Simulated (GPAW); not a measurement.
A computed O K-edge spectrum of one site in a crystal of O and Ta, with its zero at a photon energy of about 526.3 eV (raw 535.2 eV, less 8.8 eV of added terms; LDA puts this hole about 4 eV below PBE, itself good to a few eV). Method: GPAW, LDA, excited-electron core hole (neutral cell) in a small cell, dipole transitions, broadening that rises with energy, without spin-orbit coupling.

Energy from the lowest empty level; intensity scaled to a mean of 1 over the first 20 eV:

```
E (eV)  intensity
  -2.0       0.00
  -1.0       0.00
   0.0       0.47
   1.0       1.26
   2.0       0.94
   3.0       0.50
   4.0       1.28
   5.0       2.24
   6.0       1.82
   7.0       1.95
   8.0       1.36
   9.0       1.12
  10.0       1.13
  11.0       1.21
  12.0       0.94
  13.0       0.65
  14.0       0.48
  15.0       0.38
  16.0       0.34
  17.0       0.38
  18.0       0.53
  19.0       0.71
  20.0       0.78
  21.0       0.71
  22.0       0.60
  23.0       0.52
  24.0       0.50
  25.0       0.53
  26.0       0.63
  27.0       0.80
  28.0       0.97
  29.0       1.12
  30.0       1.26
  31.0       1.41
  32.0       1.51
```

What surroundings does the absorber have?

A K edge sees empty p states; the first features are O p mixed into the empty d states of the Ta neighbours, and the broad ones above probably into the cations' higher empty bands. It is atom 3 of TaO2 (P4_2/mnm), with 1 Ta at 2.02 Å and 2 Ta at 2.09 Å (distorted trigonal planar, site symmetry m2m). Its main maxima below 24 eV lie at 1.3 eV (1.41), 5.0 eV (2.24), 6.6 eV (2.03), 10.8 eV (1.22) and 19.9 eV (0.78). A near-edge spectrum doesn't fix the structure by itself; it is matched against candidates. The unit cell's mesh shows no gap over 0.35 eV. That is right for a metallic compound; for a small-gap or correlated insulator it would be the fault of the functional or of the assumed magnetic order, and the hole would be screened too well. Lifetime broadening is put in by hand, and intensities beyond about 20 eV depend on it and on the partial waves; weight that the partial waves miss at high energy is lost. The structure is a computed Materials Project entry and may be a hypothetical form.

[Banner, clock and machine lines of the logs are left out without a mark of their own.]

[Logs are printed without paths, hosts, clocks, repeated set-up lines and the standing remarks that a program may print on its own settings, such as how far it seeks lower states.]

[Hosts, paths, dates, database ids (printed as entryN), source tags and the programs' standing remarks are cut or masked in the printed files.]

[Lists of maxima count a maximum above −3 eV only where it reaches 4 % of the highest in the window and stands out from its surroundings by 2 % of it (1.5 % where it reaches 55 %); shoulders and weaker maxima are passed over, and of the rest the first, up to two pre-edge ones and the few strongest are named.]
